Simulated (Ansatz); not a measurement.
# CsSbSe3 (model cell, started as cubic perovskite with Sb in the octahedra): a soft mode frozen in

Aim: this structure of CsSbSe3 (model cell, started as cubic perovskite with Sb in the octahedra) is to be tested for unstable modes, and one is followed downhill.

Calculated with Ansatz 0.2.0; DFT PBEsol, scalar-relativistic, plane waves, PAW; PAW set soft_1.

Report form: the programs' logs are mostly left out.

The structure was built from a prototype and need not be the compound's stable phase.

## (1) The starting structure

The structure is cubic, space group Pm-3m (No. 221). Conventional cell: a = 5.382 Å, b = 5.382 Å, c = 5.382 Å, α = 90.00°, β = 90.00°, γ = 90.00°. Nearest to Cs lie 12 Se at 3.81 Å. Sb has 6 Se at 2.69 Å nearest. Nearest to Se lie 2 Sb at 2.69 Å and 4 Cs at 3.81 Å. Farther neighbours and most contacts between anions are not listed.

Coordinates:

```cif
data_structure
_symmetry_space_group_name_H-M 'Pm-3m'
_symmetry_Int_Tables_number 221
_cell_length_a 5.3819
_cell_length_b 5.3819
_cell_length_c 5.3819
_cell_angle_alpha 90.000
_cell_angle_beta 90.000
_cell_angle_gamma 90.000
_cell_volume 155.88
loop_
_atom_site_label
_atom_site_type_symbol
_atom_site_symmetry_multiplicity
_atom_site_Wyckoff_symbol
_atom_site_fract_x
_atom_site_fract_y
_atom_site_fract_z
_atom_site_occupancy
Cs1 Cs 1 a 0.00000 0.00000 0.00000 1
Sb1 Sb 1 b 0.50000 0.50000 0.50000 1
Se1 Se 3 c 0.50000 0.50000 0.00000 1
```

## (2) Response at finite wavevector

The cell comes from relaxations at this level that are not shown. Stability and thermal properties need the whole zone. Linear response on a 2×2×2 q mesh gives force constants as far as a supercell of that size would.

input.yaml

```yaml
crystal:
  lattice:
    - [5.3818518704, 0.0, 0.0]
    - [0.0, 5.3818518704, 0.0]
    - [0.0, 0.0, 5.3818518704]
  atoms:
    - { symbol: Cs, position: [0.0, 0.0, 0.0] }
    - { symbol: Sb, position: [0.5, 0.5, 0.5] }
    - { symbol: Se, position: [0.5, 0.5, 0.0] }
    - { symbol: Se, position: [0.5, 0.0, 0.5] }
    - { symbol: Se, position: [0.0, 0.5, 0.5] }
kpoints:
  mp_grid: { grid: [8, 8, 8] }
hamiltonian:
  xc: pbesol
  pseudopotentials: { kind: paw, azcp: { folder: soft_1 }, xc_functional: pbe }
scf:
  occupations: { method: methfessel_paxton, width: 0.2 }
output:
  eigenvalues: true
phonons:
  method: dfpt
  qmesh: [2, 2, 2]
  temperatures: { t_max: 1000, t_step: 50 }
  qpath:
    path:
      - [[0.0, 0.0, 0.0], [0.0, 0.5, 0.0], [0.5, 0.5, 0.0], [0.0, 0.0, 0.0], [0.5, 0.5, 0.5], [0.0, 0.5, 0.0]]
      - [[0.5, 0.5, 0.5], [0.5, 0.5, 0.0]]
    npoints: 10
```

The run is started by

```sh
> ansatz run input.yaml --threads 8 --pin off --max-ram 16384MiB --backend cpu --events-out ev --progress --plain --runs-dir out
```

Run time: 4.2 min. Hardware: 8 threads of Arm Neoverse V2, shared host; peak memory 2.5 GiB.

Numbers from this step:

* volume per atom: 31.18 Å³
* gap on the k-mesh: 0 eV
* sum-rule residual before enforcement: 2.03e-4 eV/Å²
* lowest frequency on the path: -67.88 cm⁻¹
* point group: m-3m
* highest frequency on the path or at a solved wavevector: 165.5 cm⁻¹
* highest optical mode at the zone centre (no LO-TO term): 96.85 cm⁻¹
* lowest optical zone-centre mode: -65.66 cm⁻¹
* lowest mode on the q mesh (acoustic modes at Γ apart): -67.88 cm⁻¹

Frequencies (cm⁻¹) solved at each irreducible wavevector; negative means imaginary. Frequencies by wavevector, by row:

```
q in reciprocal lattice units  star  mode 1  mode 2  mode 3  mode 4  mode 13  mode 14  mode 15
                        0 0 0     1   -65.7   -65.7   -65.7       0     96.8     96.8     96.8
                     0 0 -0.5     3   -67.9   -63.4   -49.7   -49.7    106.6    129.2    142.7
                  0 -0.5 -0.5     3   -65.4   -65.4   -34.5   -34.4    131.5    134.3    152.7
               -0.5 -0.5 -0.5     1   -57.5   -57.5   -57.5    33.6    134.1    134.1    165.5
```

Interpolated from a 2×2×2 q mesh. The phonon branches at the labelled points (cm⁻¹):

```
    point  branch 1  branch 2  branch 3  branch 4  branch 12  branch 13  branch 14  branch 15
        Γ       -66       -66       -66         0         66         97         97         97
  halfway       -62       -60       -60       -43         89        102        102        123
        X       -68       -63       -50       -50        107        107        129        143
  halfway       -66       -51       -51       -44        108        126        130        146
        M       -65       -65       -34       -34        132        132        134        153
  halfway       -58       -56       -55       -45         91        105        122        130
        Γ       -66       -66       -66         0         66         97         97         97
  halfway       -55       -55       -52       -33         92        123        123        137
        R       -58       -58       -58        34        132        134        134        166
  halfway       -58       -55       -55       -28        124        128        131        150
        X       -68       -63       -50       -50        107        107        129        143
jump to R       -58       -58       -58        34        132        134        134        166
  halfway       -61       -61       -48       -13        132        132        134        158
        M       -65       -65       -34       -34        132        132        134        153
```

Symmetry leaves 4 wavevectors to solve. The lowest mode among them, the acoustic zeros apart, lies at q = (0, 0, -0.5) and is imaginary, 67.9i cm⁻¹, so the energy falls along it.

## (3) The mode frozen in, largest atomic shift 0 Å

The mode followed lies at Γ with frequency 65.7i cm⁻¹ and is 3-fold degenerate, one of the unstable modes though not the softest. At small amplitude the distorted cell has space group no. 160 by a symmetry search on the positions. The undistorted cell that holds it gives the zero of energy on the same k mesh.

input.yaml, the sections that differ from step 2:

```yaml
output:
  forces: true
  stress: true
  eigenvalues: true
# crystal, kpoints, hamiltonian, scf: as in step 2
# phonons: removed
```

It took 2.2 s on 8 threads; peak memory 0.73 GiB; 16 s of CPU time.

Numbers from this step:

```
pressure                         : -8.36e-4 GPa
energy from the undistorted cell : 0 meV/atom
```

The run ends at a pressure of 0.00 GPa.

## (4) The mode frozen in, largest atomic shift 0.45 Å

The atoms are moved along the unstable eigenvector, the largest shift by 0.45 Å, with the cell fixed.

input.yaml, the sections that differ from step 3:

```yaml
crystal:
  lattice:
    - [5.3818518704, 0.0, 0.0]
    - [0.0, 5.3818518704, 0.0]
    - [0.0, 0.0, 5.3818518704]
  atoms:
    - { symbol: Cs, position: [-0.0121838711, 0.0121838711, 0.0121838711] }
    - { symbol: Sb, position: [0.5482747626, 0.4517252374, 0.4517252374] }
    - { symbol: Se, position: [0.4622611475, 0.5377388525, -0.0215511724] }
    - { symbol: Se, position: [0.4622611475, -0.0215511724, 0.5377388525] }
    - { symbol: Se, position: [0.0215511724, 0.5377388525, 0.5377388525] }
# kpoints, hamiltonian, scf, output: as in step 3
```

It took 6.1 s on 8 threads; peak memory 0.76 GiB.

This step gave:

* pressure: -0.8785 GPa
* energy from the undistorted cell: -35.84 meV/atom

The energy, extrapolated to zero smearing, is -35.84 meV/atom against the undistorted cell.

The run ends at a pressure of -0.88 GPa, with forces up to 0.16 eV/Å.

## (5) Energy along the mode, all amplitudes (two of the runs are shown above)

An imaginary frequency means negative curvature, so the energy should fall and then rise again as anharmonic terms take over.

This step gave:

```
depth at the lowest point sampled  : 35.84 meV/atom
largest atomic shift at that point : 0.45 Å
```

Table of energy from the parent by largest atomic shift:

```
largest atomic shift (Å)  energy from the parent (meV/atom)
                   0.000                                  0
                   0.040                             -0.618
                   0.080                              -2.43
                   0.140                              -7.13
                   0.220                              -15.9
                   0.320                              -27.7
                   0.450                              -35.8
                   0.600                              -21.8
```

Displacement at unit largest shift by atom:

```
atom   x (Å)   y (Å)   z (Å)   size
 Cs1  -0.146   0.146   0.146  0.253
 Sb2   0.577  -0.577  -0.577  0.999
 Se3  -0.451   0.451  -0.258  0.688
 Se4  -0.451  -0.258   0.451  0.688
 Se5   0.258   0.451   0.451  0.688
```

The lowest of the steps tried is at 0.45 Å, 35.8 meV/atom below the parent; the bottom of the well need not coincide with a step.

## (6) Relaxation from the frozen mode

Starting from the lowest point found, all atoms and the cell are let go, so that strain and other modes of the same symmetry can join in.

input.yaml: that of step 4 with these lines changed.

```diff
@@ -22 +22,6 @@
   eigenvalues: true
+relax:
+  adjacent_minimum: "off"
+  f_tol: 0.002
+  max_steps: 120
+  cell: { stress_tol: 0.03 }
```

Elapsed: 47 s, on 8 threads; peak memory 0.83 GiB; 5.9 min of CPU time.

Step by step:

```
step  energy less that of the first step (eV)  largest force component (eV/Å)  pressure (GPa)  volume (Å³)
   1                                   0.0000                          0.0964           -0.88       155.88
   2                                  -0.0380                          0.0421            0.03       151.65
   3                                  -0.0407                          0.0174            0.01       151.73
   4                                  -0.0408                          0.0086           -0.01       151.90
   5                                  -0.0409                          0.0082           -0.01       151.96
   6                                  -0.0409                          0.0034            0.01       151.97
   7                                  -0.0409                          0.0001            0.00       152.03
  8*                                  -0.0407                          0.0001            0.00       152.03
```

Relaxation steps marked * repeat the geometry before them on a plane-wave basis chosen anew for their cell, so energy and pressure can jump there.

The run keeps the 6 symmetry operations that it works with, so distortions that break them were not tested.

```
conventional cell, symmetrised  before  after  change
                         a (Å)   7.611  7.452  -2.1 %
                         b (Å)   7.611  7.452  -2.1 %
                         c (Å)   9.322  9.484  +1.7 %
              volume (Å³/atom)   31.18  30.41  -2.5 %
```

The atoms that moved most (Å, as changes of fractional coordinates times the final cell):

```
atom      dx      dy      dz  length
 Cs1  -0.049   0.049   0.049   0.086
 Se5   0.044   0.006   0.006   0.045
 Se4  -0.006  -0.044   0.006   0.045
 Se3  -0.006   0.006  -0.044   0.045
 Sb2   0.018  -0.018  -0.018   0.030
```

This step gave:

```
pressure        : -0.003272 GPa
volume per atom : 30.41 Å³
```

The distorted start has space group R3m; the relaxation ends in R3m.

## (7) The new phase in its own primitive cell

The relaxed structure is symmetrised, reduced to its primitive cell and relaxed tightly, as its phonons need.

input.yaml, the sections that differ from step 6:

```yaml
crystal:
  lattice:
    - [3.7259957798, 2.1512046665, 3.1612803954]
    - [-3.7259957798, 2.1512046665, 3.1612803954]
    - [0.0, -4.302409333, 3.1612803954]
  atoms:
    - { symbol: Cs, position: [0.9787827909, 0.9787827909, 0.9787827909] }
    - { symbol: Sb, position: [0.5514855049, 0.5514855049, 0.5514855049] }
    - { symbol: Se, position: [0.4610448002, 0.0298064628, 0.4610448002] }
    - { symbol: Se, position: [0.0298064628, 0.4610448002, 0.4610448002] }
    - { symbol: Se, position: [0.4610448002, 0.4610448002, 0.0298064628] }
kpoints:
  mp_grid: { grid: [9, 9, 9] }
relax:
  adjacent_minimum: "off"
  f_tol: 0.001
  max_steps: 60
  cell: { stress_tol: 0.01 }
# hamiltonian, scf, output: as in step 6
```

Run time: 37 s. Hardware: 8 threads; peak memory 0.89 GiB.

Little changed from the start: no atom moved by 0.005 Å and no cell edge by 0.1 %.

This step gave:

| Quantity | Value |
| --- | --- |
| pressure | 0.001585 GPa |
| volume per atom | 30.40 Å³ |

The largest force component left is 0.36 meV/Å and the pressure is 0.002 GPa, within the tolerances set. The cell now holds 30.40 Å³/atom.

## (8) Modes of the new phase, k-mesh 9×9×9

A relaxed structure may still be a saddle point, so its zone-centre modes are computed. No field response is asked, since the mesh shows no gap.

input.yaml, the sections that differ from step 7:

```yaml
crystal:
  lattice:
    - [3.7256006012, 2.15097651, 3.1615143591]
    - [-3.7256006012, 2.15097651, 3.1615143591]
    - [0.0, -4.30195302, 3.1615143591]
  atoms:
    - { symbol: Cs, position: [0.9788593294, 0.9788593294, 0.9788593294] }
    - { symbol: Sb, position: [0.5516194093, 0.5516194093, 0.5516194093] }
    - { symbol: Se, position: [0.4610258821, 0.0296338561, 0.4610258821] }
    - { symbol: Se, position: [0.0296338561, 0.4610258821, 0.4610258821] }
    - { symbol: Se, position: [0.4610258821, 0.4610258821, 0.0296338561] }
output:
  eigenvalues: true
phonons:
  method: dfpt
# kpoints, hamiltonian, scf: as in step 7
# relax: removed
```

Run time: 4.1 min. Hardware: 8 threads; peak memory 7.2 GiB; 31 min of CPU time.

Numbers from this step:

```yaml
sum_rule_residual_before_enforcement: 1.01e-4 eV/Å²
point_group: 3m
highest_optical_mode_at_the_zone_centre_no_lo_to_term: 122.7 cm⁻¹
lowest_optical_zone_centre_mode: 14.45 cm⁻¹
```

Patterns of degenerate modes are one choice out of their space. The modes at Γ (shares of kinetic energy by element, %):

```
mode  frequency (cm⁻¹)  symmetry  Cs %  Sb %  Se %
   1               0.0  acoustic    27    25    48
   2               0.0  acoustic    27    25    48
   3               0.0  acoustic    27    25    48
   4              14.4        A2     0     0   100
   5              24.6         E    19    38    43
   6              24.6         E    19    38    43
   7              61.8        A1    70    15    15
   8              70.4         E     1     7    92
   9              70.4         E     1     7    92
  10              75.6         E    53     1    46
  11              75.6         E    53     1    46
  12              87.3        A1     2    38    60
  13             111.2         E     0    29    70
  14             111.2         E     0    29    70
  15             122.7        A1     0    23    77
```

Displacements in mode 4 (14.4 cm⁻¹), the largest set to 1:
```
Cs1  0.00  0.00  0.00
Sb2  0.00  0.00  0.00
Se3 -0.50 -0.87  0.00
Se4 -0.50  0.87  0.00
Se5  1.00  0.00  0.00
```

Displacements in mode 5 (24.6 cm⁻¹), the largest set to 1:
```
Cs1  0.00 -0.68  0.00
Sb2  0.01  1.00  0.00
Se3 -0.61 -0.49  0.18
Se4  0.61 -0.48  0.18
Se5  0.00  0.57 -0.36
```

Before it was imposed, the acoustic sum rule was missed by 1.0e-4 eV/Å². Small misses are needed for a sound result but don't prove that mesh and cutoff are converged. The lowest optical mode is real, 14.4 cm⁻¹.

## (9) What came out

```yaml
unstable_mode_of_the_parent: q = (0, 0, 0), 66i cm⁻¹
depth_at_the_lowest_point_sampled: 35.8 meV/atom
largest_atomic_shift_at_that_point: 0.45 Å
space_group_reached_within_0p01_a: R3m
energy_gained_over_the_parent_first_relaxation_on_the_mesh_of_the_frozen_mode: 44.1 meV/atom
volume_per_atom_phase_reached: 30.4 Å³
lowest_optical_zone_centre_mode_phase_reached: 14.4 cm⁻¹
highest_optical_mode_at_the_zone_centre_no_lo_to_term_phase_reached: 123 cm⁻¹
```

Along this mode the structure falls into R3m, 44.1 meV/atom below the parent. At the parent's cell the well is 35.84 meV/atom deep on the steps tried, with its lowest point at a shift of 0.45 Å. Relaxing atoms and cell changes the gain by +8.24 meV/atom against the lowest step (energies at zero smearing). The new phase has no imaginary mode at the zone centre of its cell; other wavevectors were not checked. Of the 4 patterns followed to their end from this parent, this one ends 83.9 meV/atom above the lowest, Amm2. Each path keeps the symmetry of its pattern, so a lower phase may lie along a pattern not tried. With no gap, or one that is small against the smearing, the frequencies hang on the k mesh and the smearing, most of all near Kohn anomalies. An optical mode within 15 cm⁻¹ of zero is at the mercy of small errors in the force constants, and even its sign is uncertain. Spin-orbit coupling is left out, which can matter for the heavy elements here. The PAW files were made for PBE and serve the other functionals too. The starting cell was built on a prototype and not taken from a measurement, so the phase need not exist.

[Logs are printed without paths, hosts, clocks, repeated set-up lines and the standing remarks that a program may print on its own settings, such as how far it seeks lower states.]

[Hosts, paths, dates, database ids (printed as entryN), source tags and the programs' standing remarks are cut or masked in the printed files.]
